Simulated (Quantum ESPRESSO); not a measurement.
# arsenene, 1 layer, rectangular cell, stepped through strain along the second axis, part 3 of 6

Wanted: a table for arsenene, 1 layer, rectangular cell against strain along the second axis, and what can be fitted to it.

Quantum ESPRESSO 7.5; plane-wave DFT, PBE, GBRV ultrasoft pseudopotentials.

So far. Step 2 (Relaxing cell and ions of the reference):  The last row is no step: it is a fresh SCF in the final cell with a new plane-wave basis, -0 meV from the row before. Step 3 (Relaxing the ions, -4 %): The relaxation lowers the energy by 2 meV an atom.

### Step 5. Potential by pp.x, -4 %

plot_num = 11 writes the bare and Hartree potential, from which vacuum levels or, in a crystal, the mean potential are read.

m0.pot.in

```
&inputpp
  prefix = 'm0.scf'
  outdir = './out'
  filplot = 'm0.pot.dat'
  plot_num = 11
/
```

Started as:

```console
OMP_NUM_THREADS=1 mpirun -n 4 pp.x -in m0.pot.in > m0.pot.out
```

The log of the run:

```text
[banner, memory and clock lines left out]
Program POST-PROC v.7.5 starts

          URL

     ./out/m0.scf.save/

     IMPORTANT: XC functional enforced from input :
     Exchange-correlation= PBE
                           (   1   4   3   4   0   0   0)
     Any further DFT definition will be discarded
     Please, verify this is what you really want

     negative rho (up, down):  3.869E-04 0.000E+00

     Calling punch_plot, plot_num =  11
     Writing data to file  m0.pot.dat
     Message from routine chdens:
     namelist plot not found or invalid, exiting
```

The job ended after 0.96 s (4 MPI ranks of Arm Neoverse V1, shared host; peak memory 0.12 GiB).

Read from the output:

| Quantity | Value |
| --- | --- |
| slope of the potential above | 3.87e-4 eV/Å |
| upper vacuum line continued to the top atoms, over the valence top | 4.903 eV |
| slope of the potential below | -2.06e-4 eV/Å |
| lower vacuum line continued to the bottom atoms, over the valence top | 4.904 eV |
| vacuum level at the upper face over the valence top of the mesh | 4.905 eV |
| vacuum level at the lower face over the valence top of the mesh | 4.905 eV |

Electrostatic potential energy of an electron; zero at the highest filled level of the SCF mesh. Table of potential energy, planar mean by z:

| z (Å) | potential energy, planar mean (eV) |
| --- | --- |
| 0.0 | 4.91 |
| 0.5 | 4.91 |
| 1.0 | 4.91 |
| 1.5 | 4.91 |
| 2.0 | 4.91 |
| 2.5 | 4.90 |
| 3.0 | 4.90 |
| 3.5 | 4.91 |
| 4.0 | 4.90 |
| 4.5 | 4.89 |
| 5.0 | 4.86 |
| 5.5 | 4.72 |
| 6.0 | 4.19 |
| 6.5 | 2.10 |
| 7.0 | 4.60 |
| 7.5 | 26.3 |
| 8.0 | 0.755 |
| 8.5 | 7.13 |
| 9.0 | 25.5 |
| 9.5 | 0.821 |
| 10.0 | 2.77 |
| 10.5 | 4.37 |
| 11.0 | 4.77 |
| 11.5 | 4.87 |
| 12.0 | 4.90 |
| 12.5 | 4.90 |
| 13.0 | 4.90 |
| 13.5 | 4.91 |
| 14.0 | 4.91 |
| 14.5 | 4.91 |
| 15.0 | 4.91 |
| 15.5 | 4.91 |
| 16.0 | 4.91 |

### Step 6. Bands along a path, -4 %

Bands along a path place the edges.

m0.bands.in

```
&control
  prefix = 'm0.bands'
  outdir = './out'
  pseudo_dir = './pseudo'
  calculation = 'bands'
/
&system
  ibrav = 0
  nat = 4
  ntyp = 1
  ecutwfc = 40
  ecutrho = 200
  occupations = 'smearing'
  smearing = 'fd'
  degauss = 0.002
  nbnd = 16
/
&electrons
  conv_thr = 1e-07
  mixing_beta = 0.4
  electron_maxstep = 120
  mixing_mode = 'plain'
/
ATOMIC_SPECIES
  As  74.9216  as_pbe_v1.uspp.F.UPF
CELL_PARAMETERS angstrom
  3.61112093400000 0.00000000000000 0.00000000000000
  0.00000000000000 6.00292240800000 0.00000000000000
  0.00000000000000 0.00000000000000 16.40000000000000
ATOMIC_POSITIONS crystal
  As  0.500000000000 0.168321400100 0.456793105500
  As  0.000000000000 0.668321382400 0.456793098100
  As  0.999999999900 0.331678617700 0.543206901900
  As  0.500000000000 0.831678599900 0.543206894500
K_POINTS crystal_b
5
  0.0000000000 0.0000000000 0.0000000000 12
  0.5000000000 0.0000000000 0.0000000000 12
  0.5000000000 0.5000000000 0.0000000000 12
  0.0000000000 0.5000000000 0.0000000000 12
  0.0000000000 0.0000000000 0.0000000000 1
```

Started as:

```console
cp -r out/m0.scf.save out/m0.bands.save
cp out/m0.scf.xml out/m0.bands.xml
OMP_NUM_THREADS=1 mpirun -n 4 pw.x -nk 4 -in m0.bands.in > m0.bands.out
```

The log of the run:

```text
[banner, memory and clock lines left out]
Program PWSCF v.7.5 starts

          URL

     Atomic positions and unit cell read from directory:
     ./out/m0.bands.save/

     Found identity + (  0.5000  0.5000 -0.0000) symmetry
     This is a supercell, fractional translations are disabled
     Message from routine setup:
     using ibrav=0 with symmetry is DISCOURAGED, use correct ibrav instead

     G-vector sticks info

     bravais-lattice index     =            0
     lattice parameter (alat)  =       6.8240  a.u.
     unit-cell volume          =    2399.0827 (a.u.)^3
     number of atoms/cell      =            4
     number of atomic types    =            1
     number of electrons       =        20.00
     number of Kohn-Sham states=           16
     kinetic-energy cutoff     =      40.0000  Ry
     charge density cutoff     =     200.0000  Ry
     Exchange-correlation= SLA  PW   PBE  PBE
                           (   1   4   3   4   0   0   0)

     celldm(1)=   6.824030  celldm(2)=   0.000000  celldm(3)=   0.000000
     celldm(4)=   0.000000  celldm(5)=   0.000000  celldm(6)=   0.000000

     crystal axes: (cart. coord. in units of alat)
               a(1) = (   1.000000   0.000000   0.000000 )
               a(2) = (   0.000000   1.662343   0.000000 )
               a(3) = (   0.000000   0.000000   4.541526 )

     reciprocal axes: (cart. coord. in units 2 pi/alat)
               b(1) = (  1.000000  0.000000  0.000000 )
               b(2) = (  0.000000  0.601560  0.000000 )
               b(3) = (  0.000000  0.000000  0.220190 )

     PseudoPot. # 1 for As read from file:
     ./pseudo/as_pbe_v1.uspp.F.UPF
     Pseudo is Ultrasoft + core correction, Zval =  5.0
     Generated by new atomic code, or converted to UPF format
     Using radial grid of  875 points,  6 beta functions with:
                l(1) =   0
                l(2) =   0
                l(3) =   1
                l(4) =   1
                l(5) =   2
                l(6) =   2
     Q(r) pseudized with  8 coefficients,  rinner =    1.300   1.300   1.300
                                                       1.300   1.300

     atomic species   valence    mass     pseudopotential
     As                5.00    74.92160     As( 1.00)

      4 Sym. Ops., with inversion, found

   Cartesian axes

     site n.     atom                  positions (alat units)
         1        As     tau(   1) = (   0.5000000   0.2798079   2.0745378  )
         2        As     tau(   2) = (   0.0000000   1.1109795   2.0745378  )
         3        As     tau(   3) = (   1.0000000   0.5513637   2.4669883  )
         4        As     tau(   4) = (   0.5000000   1.3825353   2.4669883  )

     number of k points=    49  Fermi-Dirac smearing, width (Ry)=  0.0020
                       cart. coord. in units 2pi/alat
        k(    1) = (   0.0000000   0.0000000   0.0000000), wk =   0.0408163
        k(    2) = (   0.0416667   0.0000000   0.0000000), wk =   0.0408163
        k(    3) = (   0.0833333   0.0000000   0.0000000), wk =   0.0408163
        k(    4) = (   0.1250000   0.0000000   0.0000000), wk =   0.0408163
        k(    5) = (   0.1666667   0.0000000   0.0000000), wk =   0.0408163
        k(    6) = (   0.2083333   0.0000000   0.0000000), wk =   0.0408163
        k(    7) = (   0.2500000   0.0000000   0.0000000), wk =   0.0408163
        k(    8) = (   0.2916667   0.0000000   0.0000000), wk =   0.0408163
        k(    9) = (   0.3333333   0.0000000   0.0000000), wk =   0.0408163
        k(   10) = (   0.3750000   0.0000000   0.0000000), wk =   0.0408163
        k(   11) = (   0.4166667   0.0000000   0.0000000), wk =   0.0408163
        k(   12) = (   0.4583333   0.0000000   0.0000000), wk =   0.0408163
        k(   13) = (   0.5000000   0.0000000   0.0000000), wk =   0.0408163
        k(   14) = (   0.5000000   0.0250650   0.0000000), wk =   0.0408163
        k(   15) = (   0.5000000   0.0501300   0.0000000), wk =   0.0408163
        k(   16) = (   0.5000000   0.0751951   0.0000000), wk =   0.0408163
        k(   17) = (   0.5000000   0.1002601   0.0000000), wk =   0.0408163
        k(   18) = (   0.5000000   0.1253251   0.0000000), wk =   0.0408163
        k(   19) = (   0.5000000   0.1503901   0.0000000), wk =   0.0408163
        k(   20) = (   0.5000000   0.1754551   0.0000000), wk =   0.0408163
        k(   21) = (   0.5000000   0.2005202   0.0000000), wk =   0.0408163
        k(   22) = (   0.5000000   0.2255852   0.0000000), wk =   0.0408163
        k(   23) = (   0.5000000   0.2506502   0.0000000), wk =   0.0408163
        k(   24) = (   0.5000000   0.2757152   0.0000000), wk =   0.0408163
        k(   25) = (   0.5000000   0.3007802   0.0000000), wk =   0.0408163
        k(   26) = (   0.4583333   0.3007802   0.0000000), wk =   0.0408163
        k(   27) = (   0.4166667   0.3007802   0.0000000), wk =   0.0408163
        k(   28) = (   0.3750000   0.3007802   0.0000000), wk =   0.0408163
        k(   29) = (   0.3333333   0.3007802   0.0000000), wk =   0.0408163
        k(   30) = (   0.2916667   0.3007802   0.0000000), wk =   0.0408163
        k(   31) = (   0.2500000   0.3007802   0.0000000), wk =   0.0408163
        k(   32) = (   0.2083333   0.3007802   0.0000000), wk =   0.0408163
        k(   33) = (   0.1666667   0.3007802   0.0000000), wk =   0.0408163
        k(   34) = (   0.1250000   0.3007802   0.0000000), wk =   0.0408163
        k(   35) = (   0.0833333   0.3007802   0.0000000), wk =   0.0408163
        k(   36) = (   0.0416667   0.3007802   0.0000000), wk =   0.0408163
        k(   37) = (   0.0000000   0.3007802   0.0000000), wk =   0.0408163
        k(   38) = (   0.0000000   0.2757152   0.0000000), wk =   0.0408163
        k(   39) = (   0.0000000   0.2506502   0.0000000), wk =   0.0408163
        k(   40) = (   0.0000000   0.2255852   0.0000000), wk =   0.0408163
        k(   41) = (   0.0000000   0.2005202   0.0000000), wk =   0.0408163
        k(   42) = (   0.0000000   0.1754551   0.0000000), wk =   0.0408163
        k(   43) = (   0.0000000   0.1503901   0.0000000), wk =   0.0408163
        k(   44) = (   0.0000000   0.1253251   0.0000000), wk =   0.0408163
        k(   45) = (   0.0000000   0.1002601   0.0000000), wk =   0.0408163
        k(   46) = (   0.0000000   0.0751951   0.0000000), wk =   0.0408163
        k(   47) = (   0.0000000   0.0501300   0.0000000), wk =   0.0408163
        k(   48) = (   0.0000000   0.0250650   0.0000000), wk =   0.0408163
        k(   49) = (   0.0000000   0.0000000   0.0000000), wk =   0.0408163

     Dense  grid:   114667 G-vectors     FFT dimensions: (  32,  54, 144)

     Smooth grid:    82043 G-vectors     FFT dimensions: (  27,  45, 125)

     The potential is recalculated from file :
[...]
-14.1420 -13.4634 -11.3783 -10.7390  -6.4599  -5.8432  -5.6850  -5.2794
    -3.7781  -3.3403  -0.1375   0.4173   0.8194   1.3132   2.7653   2.8985

          k = 0.5000 0.0000 0.0000 ( 10234 PWs)   bands (ev):

   -13.8069 -13.8069 -11.0566 -11.0566  -6.1771  -6.1771  -5.5061  -5.5061
    -3.5495  -3.5495   0.1248   0.1248   1.0462   1.0462   2.8645   2.8645

          k = 0.5000 0.0251 0.0000 ( 10270 PWs)   bands (ev):

   -13.8041 -13.8041 -11.0659 -11.0659  -6.1748  -6.1748  -5.4845  -5.4845
    -3.5612  -3.5612   0.1296   0.1296   1.0613   1.0613   2.8140   2.8140

          k = 0.5000 0.0501 0.0000 ( 10266 PWs)   bands (ev):

   -13.7959 -13.7959 -11.0929 -11.0929  -6.1676  -6.1676  -5.4208  -5.4208
    -3.5951  -3.5951   0.1431   0.1431   1.1049   1.1049   2.6703   2.6703

          k = 0.5000 0.0752 0.0000 ( 10254 PWs)   bands (ev):

   -13.7826 -13.7826 -11.1356 -11.1356  -6.1551  -6.1551  -5.3186  -5.3186
    -3.6483  -3.6483   0.1629   0.1629   1.1717   1.1717   2.4554   2.4554

          k = 0.5000 0.1003 0.0000 ( 10262 PWs)   bands (ev):

   -13.7648 -13.7648 -11.1907 -11.1907  -6.1373  -6.1373  -5.1829  -5.1829
    -3.7166  -3.7166   0.1853   0.1853   1.2475   1.2475   2.2035   2.2035

          k = 0.5000 0.1253 0.0000 ( 10268 PWs)   bands (ev):

   -13.7435 -13.7435 -11.2543 -11.2543  -6.1147  -6.1147  -5.0203  -5.0203
    -3.7948  -3.7948   0.2060   0.2060   1.2927   1.2927   1.9739   1.9739

          k = 0.5000 0.1504 0.0000 ( 10268 PWs)   bands (ev):

   -13.7197 -13.7197 -11.3219 -11.3219  -6.0883  -6.0883  -4.8382  -4.8382
    -3.8774  -3.8774   0.2189   0.2189   1.2188   1.2188   1.8721   1.8721

          k = 0.5000 0.1755 0.0000 ( 10268 PWs)   bands (ev):

   -13.6951 -13.6950 -11.3891 -11.3891  -6.0598  -6.0598  -4.6459  -4.6459
    -3.9589  -3.9589   0.2134   0.2134   1.0213   1.0213   1.9207   1.9207

          k = 0.5000 0.2005 0.0000 ( 10286 PWs)   bands (ev):

   -13.6711 -13.6711 -11.4516 -11.4516  -6.0313  -6.0312  -4.4553  -4.4553
    -4.0333  -4.0333   0.1706   0.1706   0.8162   0.8162   2.0276   2.0276

          k = 0.5000 0.2256 0.0000 ( 10294 PWs)   bands (ev):

   -13.6497 -13.6497 -11.5052 -11.5052  -6.0051  -6.0051  -4.2842  -4.2842
    -4.0916  -4.0916   0.0737   0.0737   0.6782   0.6782   2.1397   2.1397

          k = 0.5000 0.2507 0.0000 ( 10280 PWs)   bands (ev):

   -13.6328 -13.6328 -11.5464 -11.5464  -5.9839  -5.9839  -4.1914  -4.1914
    -4.0874  -4.0874  -0.0533  -0.0533   0.6133   0.6133   2.2331   2.2331

          k = 0.5000 0.2757 0.0000 ( 10292 PWs)   bands (ev):

   -13.6219 -13.6218 -11.5724 -11.5724  -5.9701  -5.9701  -4.2018  -4.2018
    -4.0101  -4.0101  -0.1554  -0.1554   0.5891   0.5891   2.2941   2.2941

          k = 0.5000 0.3008 0.0000 ( 10308 PWs)   bands (ev):

   -13.6181 -13.6181 -11.5812 -11.5812  -5.9653  -5.9653  -4.2102  -4.2102
    -3.9778  -3.9778  -0.1937  -0.1937   0.5832   0.5832   2.3153   2.3153

          k = 0.4583 0.3008 0.0000 ( 10266 PWs)   bands (ev):

   -13.6762 -13.6762 -11.5087 -11.5087  -5.9921  -5.9921  -4.2041  -4.2041
    -3.9522  -3.9522  -0.1975  -0.1975   0.6322   0.6322   2.2948   2.2948

          k = 0.4167 0.3008 0.0000 ( 10246 PWs)   bands (ev):

   -13.8271 -13.8271 -11.3167 -11.3167  -6.0559  -6.0559  -4.2374  -4.2374
    -3.8363  -3.8363  -0.2077  -0.2077   0.7799   0.7799   2.2298   2.2298

          k = 0.3750 0.3008 0.0000 ( 10268 PWs)   bands (ev):

   -14.0271 -14.0271 -11.0555 -11.0555  -6.1217  -6.1217  -4.3273  -4.3273
    -3.6392  -3.6392  -0.2127  -0.2127   1.0191   1.0191   2.1172   2.1172

          k = 0.3333 0.3008 0.0000 ( 10246 PWs)   bands (ev):

   -14.2424 -14.2424 -10.7699 -10.7699  -6.1558  -6.1558  -4.4427  -4.4427
    -3.4160  -3.4160  -0.1873  -0.1873   1.3239   1.3239   1.9657   1.9657

          k = 0.2917 0.3008 0.0000 ( 10244 PWs)   bands (ev):

   -14.4526 -14.4526 -10.4939 -10.4939  -6.1337  -6.1337  -4.5583  -4.5583
    -3.2095  -3.2095  -0.1047  -0.1047   1.5955   1.5956   1.8487   1.8487

          k = 0.2500 0.3008 0.0000 ( 10236 PWs)   bands (ev):

   -14.6465 -14.6464 -10.2523 -10.2523  -6.0450  -6.0450  -4.6506  -4.6506
    -3.0475  -3.0475   0.0475   0.0475   1.4767   1.4767   2.0830   2.0830

          k = 0.2083 0.3008 0.0000 ( 10232 PWs)   bands (ev):

   -14.8171 -14.8171 -10.0603 -10.0603  -5.9021  -5.9021  -4.6893  -4.6893
    -2.9408  -2.9408   0.2387   0.2387   1.2462   1.2462   2.3385   2.3385

          k = 0.1667 0.3008 0.0000 ( 10210 PWs)   bands (ev):

   -14.9605 -14.9604  -9.9214  -9.9214  -5.7510  -5.7510  -4.6291  -4.6291
    -2.8839  -2.8839   0.3086   0.3086   1.1286   1.1286   2.4418   2.4418

          k = 0.1250 0.3008 0.0000 ( 10204 PWs)   bands (ev):

   -15.0740 -15.0740  -9.8297  -9.8297  -5.6493  -5.6493  -4.4328  -4.4328
    -2.8633  -2.8633   0.0559   0.0559   1.3050   1.3050   2.3980   2.3980

          k = 0.0833 0.3008 0.0000 ( 10208 PWs)   bands (ev):

   -15.1561 -15.1561  -9.7747  -9.7747  -5.6079  -5.6079  -4.1337  -4.1337
    -2.8664  -2.8664  -0.3447  -0.3447   1.6038   1.6038   2.2968   2.2968

          k = 0.0417 0.3008 0.0000 ( 10216 PWs)   bands (ev):

   -15.2057 -15.2057  -9.7462  -9.7462  -5.5980  -5.5980  -3.8415  -3.8415
    -2.8836  -2.8836  -0.6965  -0.6965   1.8731   1.8731   2.1932   2.1932

          k = 0.0000 0.3008 0.0000 ( 10234 PWs)   bands (ev):

   -15.2223 -15.2223  -9.7375  -9.7375  -5.5970  -5.5970  -3.7117  -3.7116
    -2.8962  -2.8962  -0.8411  -0.8411   2.0259   2.0259   2.1064   2.1064

          k = 0.0000 0.2757 0.0000 ( 10232 PWs)   bands (ev):

   -15.3625 -15.0715  -9.8119  -9.6896  -5.8030  -5.3496  -3.8359  -3.5803
    -2.9248  -2.8928  -0.9389  -0.7103   1.9789   1.9948   2.0425   2.1783

          k = 0.0000 0.2507 0.0000 ( 10231 PWs)   bands (ev):

   -15.4916 -14.9108  -9.9160  -9.6636  -5.9635  -5.0661  -3.9518  -3.4430
    -2.9823  -2.9084  -0.9994  -0.5535   1.8173   1.9474   2.0471   2.1804

          k = 0.0000 0.2256 0.0000 ( 10233 PWs)   bands (ev):

   -15.6092 -14.7410 -10.0505  -9.6544  -6.0775  -4.7530  -4.0588  -3.3016
    -3.0689  -2.9367  -1.0226  -0.3790   1.6402   1.8830   2.0424   2.1170

          k = 0.0000 0.2005 0.0000 ( 10227 PWs)   bands (ev):

   -15.7151 -14.5633 -10.2132  -9.6572  -6.1467  -4.4168  -4.1559  -3.1807
    -3.1580  -2.9721  -1.0128  -0.1962   1.4607   1.8023   2.0043   2.0309

          k = 0.0000 0.1755 0.0000 ( 10215 PWs)   bands (ev):

   -15.8090 -14.3792 -10.3992  -9.6679  -6.1759  -4.2427  -4.0641  -3.3107
    -3.0148  -3.0100  -0.9769  -0.0168   1.2877   1.7077   1.8586   2.0153

          k = 0.0000 0.1504 0.0000 ( 10231 PWs)   bands (ev):

   -15.8907 -14.1910 -10.6017  -9.6829  -6.1718  -4.3187  -3.7022  -3.4510
    -3.0464  -2.8753  -0.9229   0.1428   1.1270   1.6034   1.6960   1.9976

          k = 0.0000 0.1253 0.0000 ( 10237 PWs)   bands (ev):

   -15.9601 -14.0022 -10.8122  -9.6995  -6.1428  -4.3836  -3.5933  -3.3436
    -3.0736  -2.7434  -0.8588   0.2556   0.9828   1.4954   1.5417   1.9798

          k = 0.0000 0.1003 0.0000 ( 10239 PWs)   bands (ev):

   -16.0170 -13.8181 -11.0206  -9.7156  -6.0977  -4.4371  -3.7293  -3.1400
    -2.9471  -2.6238  -0.7919   0.2839   0.8584   1.3908   1.4347   1.9632

          k = 0.0000 0.0752 0.0000 ( 10235 PWs)   bands (ev):

   -16.0614 -13.6470 -11.2145  -9.7297  -6.0464  -4.4788  -3.8500  -3.1513
    -2.6192  -2.5219  -0.7294   0.2058   0.7566   1.2974   1.4035   1.9492

          k = 0.0000 0.0501 0.0000 ( 10237 PWs)   bands (ev):

   -16.0931 -13.5019 -11.3780  -9.7405  -5.9990  -4.5088  -3.9462  -3.1674
    -2.4435  -2.3213  -0.6781   0.0568   0.6804   1.2233   1.4275   1.9386

          k = 0.0000 0.0251 0.0000 ( 10215 PWs)   bands (ev):

   -16.1121 -13.4013 -11.4906  -9.7472  -5.9655  -4.5268  -4.0088  -3.1780
    -2.3939  -2.1024  -0.6442  -0.0878   0.6329   1.1755   1.4624   1.9319

          k = 0.0000 0.0000 0.0000 ( 10217 PWs)   bands (ev):

   -16.1185 -13.3647 -11.5313  -9.7495  -5.9533  -4.5328  -4.0306  -3.1816
    -2.3769  -2.0188  -0.6323  -0.1490   0.6167   1.1590   1.4774   1.9297

     XML data file, pseudopotentials, collected wavefunctions

                                        0.00s GPU  (     471 calls)
```

Run time: 38 s. Hardware: 4 MPI ranks; peak memory 0.4 GiB; 2.5 min of CPU time.

This step gave:

```
conduction bottom, on the run's zero : -1.023 eV
gap by band count                    : 0.9962 eV
```

Band numbers count within the set of bands kept for display. The electronic bands at the labelled points (eV, zero at the highest filled level of the SCF mesh; v1 is the highest filled band, c1 the lowest empty one):

| point | v4 | v3 | v2 | v1 | c1 | c2 | c3 | c4 |
| --- | --- | --- | --- | --- | --- | --- | --- | --- |
| Γ | -2.01 | -1.16 | -0.36 | 0.00 | 1.39 | 1.87 | 2.64 | 3.18 |
| halfway | -2.78 | -2.17 | -1.70 | -0.94 | 1.61 | 2.65 | 3.48 | 3.95 |
| X | -3.49 | -3.49 | -1.53 | -1.53 | 2.14 | 2.14 | 3.06 | 3.06 |
| halfway | -2.82 | -2.82 | -1.86 | -1.86 | 2.24 | 2.24 | 3.24 | 3.24 |
| S | -2.19 | -2.19 | -1.96 | -1.96 | 1.82 | 1.82 | 2.60 | 2.60 |
| halfway | -2.63 | -2.63 | -1.03 | -1.03 | 2.07 | 2.07 | 3.50 | 3.50 |
| Y | -1.69 | -1.69 | -0.88 | -0.88 | 1.18 | 1.18 | 4.04 | 4.04 |
| halfway | -1.68 | -1.43 | -1.03 | -0.86 | 1.10 | 2.16 | 3.15 | 3.62 |
| Γ | -2.01 | -1.16 | -0.36 | 0.00 | 1.39 | 1.87 | 2.64 | 3.18 |

Along this path the valence top lies at Γ and the conduction bottom near Y.

[end of part 3 of 6]

[Logs are printed without paths, hosts, clocks, repeated set-up lines and the standing remarks that a program may print on its own settings, such as how far it seeks lower states.]

[Hosts, paths, dates, database ids (printed as entryN), source tags and the programs' standing remarks are cut or masked in the printed files.]

[Maps of the electrostatic potential energy from Ansatz leave out the sawtooth potential of an applied field or a dipole correction, so their vacuum need not be flat; planar profiles and work functions include it.]
